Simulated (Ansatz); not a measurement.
# As chain started as a dimerised line: period, moment and channels by functional, part 4 of 4

Aim: how far do the period, the moment and the conductance of the As chain started as a dimerised line depend on the functional, the datasets and spin-orbit coupling, and at what cost?

Ansatz 0.2.0; DFT PBE, plane waves, PAW; relaxation of a chain's period (the session's first sound run).

So far. Step 11 (Relaxing the period, cutoff 1142.88 eV): The cell's length comes to 4.689 Å, -0.0 % against the first run, with no moment. The two atoms stand evenly on a line, so the true period is half of it. Step 12 (Relaxation of atoms and period): The cell's length comes to 4.691 Å, +0.0 % against the first run, with spin left out. The two atoms stand evenly on a line, so the true period is half of it.

## (14) With spin-orbit coupling (continued)

Level of this step: DFT PBE, plane waves, fully relativistic PAW; channels of a perfect chain with spin-orbit coupling (Ansatz).

The slowest values at each energy, most degenerate partners merged, listed up to 1.5 1/Å. The Im kz of the slowest decaying states by energy, zero at the Fermi level:

| energy (eV) | decay 1 (Å⁻¹) | decay 2 (Å⁻¹) | decay 3 (Å⁻¹) | decay 4 (Å⁻¹) |
| --- | --- | --- | --- | --- |
| -0.420 | 1.05 | 1.24 | 1.37 | 1.39 |
| -0.385 | 1.04 | 1.23 | 1.36 | 1.38 |
| -0.350 | 1.04 | 1.23 | 1.36 | 1.38 |
| -0.280 | 1.03 | 1.22 | 1.35 | 1.37 |
| -0.245 | 1.02 | 1.22 | 1.35 | 1.37 |
| -0.210 | 1.02 | 1.21 | 1.34 | 1.37 |
| -0.175 | 1.01 | 1.21 | 1.34 | 1.36 |
| -0.140 | 1.01 | 1.21 | 1.34 | 1.36 |
| -0.070 | 1.00 | 1.20 | 1.33 | 1.35 |
| -0.035 | 0.996 | 1.20 | 1.33 | 1.35 |
| 0.000 | 0.991 | 1.19 | 1.32 | 1.35 |
| 0.035 | 0.987 | 1.19 | 1.32 | 1.34 |
| 0.070 | 0.982 | 1.18 | 1.32 | 1.34 |
| 0.140 | 0.972 | 1.18 | 1.31 | 1.33 |
| 0.175 | 0.968 | 1.17 | 1.31 | 1.33 |
| 0.210 | 0.963 | 1.17 | 1.30 | 1.33 |
| 0.245 | 0.958 | 1.16 | 1.30 | 1.32 |
| 0.280 | 0.00666 | 0.953 | 1.16 | 1.29 |
| 0.350 | 0.0145 | 0.943 | 1.15 | 1.29 |
| 0.385 | 0.0153 | 0.938 | 1.15 | 1.28 |
| 0.420 | 0.0148 | 0.933 | 1.14 | 1.28 |

The electronic bands at the labelled points (eV, zero at the Fermi level):

| point | band 25 | band 26 | band 27 | band 28 | band 29 | band 30 | band 31 | band 32 |
| --- | --- | --- | --- | --- | --- | --- | --- | --- |
| Γ | -4.97 | -4.97 | -2.19 | -2.19 | -2.03 | -2.03 | 2.62 | 2.62 |
| halfway | -1.77 | -1.77 | -1.65 | -1.65 | -1.60 | -1.60 | 1.29 | 1.29 |
| Z | -0.56 | -0.56 | -0.55 | -0.55 | -0.37 | -0.37 | -0.37 | -0.37 |

At the computed energy nearest the Fermi level there are 6 spinor channels, and the thermal average gives 3.00 G₀.

## (15) A repeat with changed settings

This step: DFT PBE, plane waves, PAW; channels and complex bands of a perfect chain; changed: output.transmission.kpoints = null, output.transmission.kmesh = [8, 8, 1], scf.max_iter = 60 (Ansatz 0.2.0).

The input of the run on the perfect lead (PBE) is made doubtful on purpose. The ELF is not written this time.

input.yaml

```yaml
crystal:
  lattice:
    - [7.5, 0.0, 0.0]
    - [0.0, 7.5, 0.0]
    - [0.0, 0.0, 4.69063344]
  atoms:
    - { symbol: As, position: [0.5, 0.5, 0.974971874] }
    - { symbol: As, position: [0.5, 0.5, 0.475028126] }
kpoints:
  mp_grid: { grid: [1, 1, 18] }
  band_path: { path: ["Γ", Z], npoints: 60 }
scf:
  occupations: { method: fermi_dirac, width: 0.05 }
  max_iter: 60
hamiltonian:
  xc: pbe
output:
  transmission:
    e_range: [-2, 2]
    de: 0.035
    kmesh: [8, 8, 1]
    reduced_basis: true
    leads: [[0, 0]]
  dos: { projected: true, e_range: [-6, 4] }
  write_potential: true
  write_density: true
  volumetric_format: npy
```

Command:

```console
> ansatz run input.yaml --threads 4 --pin off --max-ram 8192MiB --backend cpu --events-out ev --progress --plain --runs-dir out
```

Numbers of over 12 decimals in the logs are rounded to 6 here.

What it wrote:

```text
Error: YAML parse error: error: line 21 column 5: invalid length 3, expected a tuple of size 2
  --> <input>:21:5
   |
19 |     e_range: [-2, 2]
20 |     de: 0.035
21 |     kmesh: [8, 8, 1]
   |     ^ invalid length 3, expected a tuple of size 2
22 |     reduced_basis: true
23 |     leads: [[0, 0]]
   |
```

The job ended after 0.01 s (4 threads of Arm Neoverse V1, shared host; peak memory 0.07 GiB).

The program refused the input before any cycle.

The program's message: “Error: YAML parse error: error: line 21 column 5: invalid length 3, expected a tuple of size 2”

The change that led to it: output.transmission.kpoints = null and output.transmission.kmesh = [8, 8, 1].

## (16) The same system on other settings

This step: DFT PBE, plane waves, PAW; channels and complex bands of a perfect chain; changed: output.transmission.reduced_basis = false, output.transmission.e_range = [-0.1, 0.1], output.transmission.de = 0.1 (Ansatz 0.2.0).

The atoms of the run on the perfect lead (PBE) are kept and the input is varied, to see whether the result depends on it. The ELF is not written this time.

input.yaml, the sections that differ from step 15:

```yaml
scf:
  occupations: { method: fermi_dirac, width: 0.05 }
output:
  transmission:
    e_range: [-0.1, 0.1]
    de: 0.1
    kmesh: [1, 1]
    reduced_basis: false
    leads: [[0, 0]]
  dos: { projected: true, e_range: [-6, 4] }
  write_potential: true
  write_density: true
  volumetric_format: npy
# crystal, kpoints, hamiltonian: as in step 15
```

What it wrote:

```text
[...]
Crystal: 2 atoms, lattice volume = 263.848 Å³
Basis set: ecut = 420 eV, 5183 PW (Γ)
Bands: 19, of which v1, the nominal top of the filled ones, is band 15 counted from 1 (14 counted from 0)
Symmetry: 16 space group operations
[...]
k-points: 10 of 18
[...]
--- Transmission ---
  basis      : 497 plane waves across, 6 finite elements along
  points     : 1, standing for a mesh of 1 x 1
[...]
crystal 0  : As2, at the sites [0, 0], period 4.6906 Å: whole cells are its period
[...]
channels       : 3.000000e0 a spin
    conductance    : none, the energies end too early or step too widely for 300 K: set another output.transmission.e_range or a lower de, or, where they end at an eighth of basis.ecutwfc, a higher one
[key lines of the parts left out:]
SCF converged after 6 iterations
Free energy (F): -9710.073220 eV
Fermi energy:    -2.785591 eV
```

It took 14 s on 4 threads; peak memory 1.7 GiB; 54 s of CPU time.

This step gave:

```yaml
energy_at_zero_smearing: -9710.0662 eV
```

It took 14 s against 18 s for the run it varies; the program gives no conductance for this window, step and temperature, so that result is lost.

The channels at the energy nearest the Fermi level, one spin stays within 0.2 % plus 0.001 of the run it varies.

## (17) What came out

```yaml
cell_length_pbe: 4.691 Å
cell_length_lda: 4.595 Å
cell_length_pbesol: 4.636 Å
cell_length_r2scan: 4.611 Å
cell_length_pbe_nc_files: 4.689 Å
cell_length_pbe_no_spin: 4.691 Å
conductance_pbe: 3.00 G₀
conductance_lda: 3.00 G₀
conductance_pbesol: 3.00 G₀
conductance_r2scan: 3.00 G₀
conductance_with_spin_orbit_coupling: 3.00 G₀
```

Under PBE the cell's length is 4.69 Å, no moment survives, and it is a metal with 3 channels a spin next to the Fermi level, 3.00 G₀ at 300 K. The cell's length spans 2.1 % over the functionals, shortest under LDA and longest under PBE. A perfect wire passes every open channel, so the conductance counts half a G₀ for each forward-moving state at the Fermi level, spin by spin. At the relaxed period it is a straight line with bonds of 2.35 Å, as the straight start enforces by symmetry. Transport is coherent and elastic here: the atoms are frozen, so scattering by vibrations plays no part.

[Logs are printed without paths, hosts, clocks, repeated set-up lines and the standing remarks that a program may print on its own settings, such as how far it seeks lower states.]

[Hosts, paths, dates, database ids (printed as entryN), source tags and the programs' standing remarks are cut or masked in the printed files.]
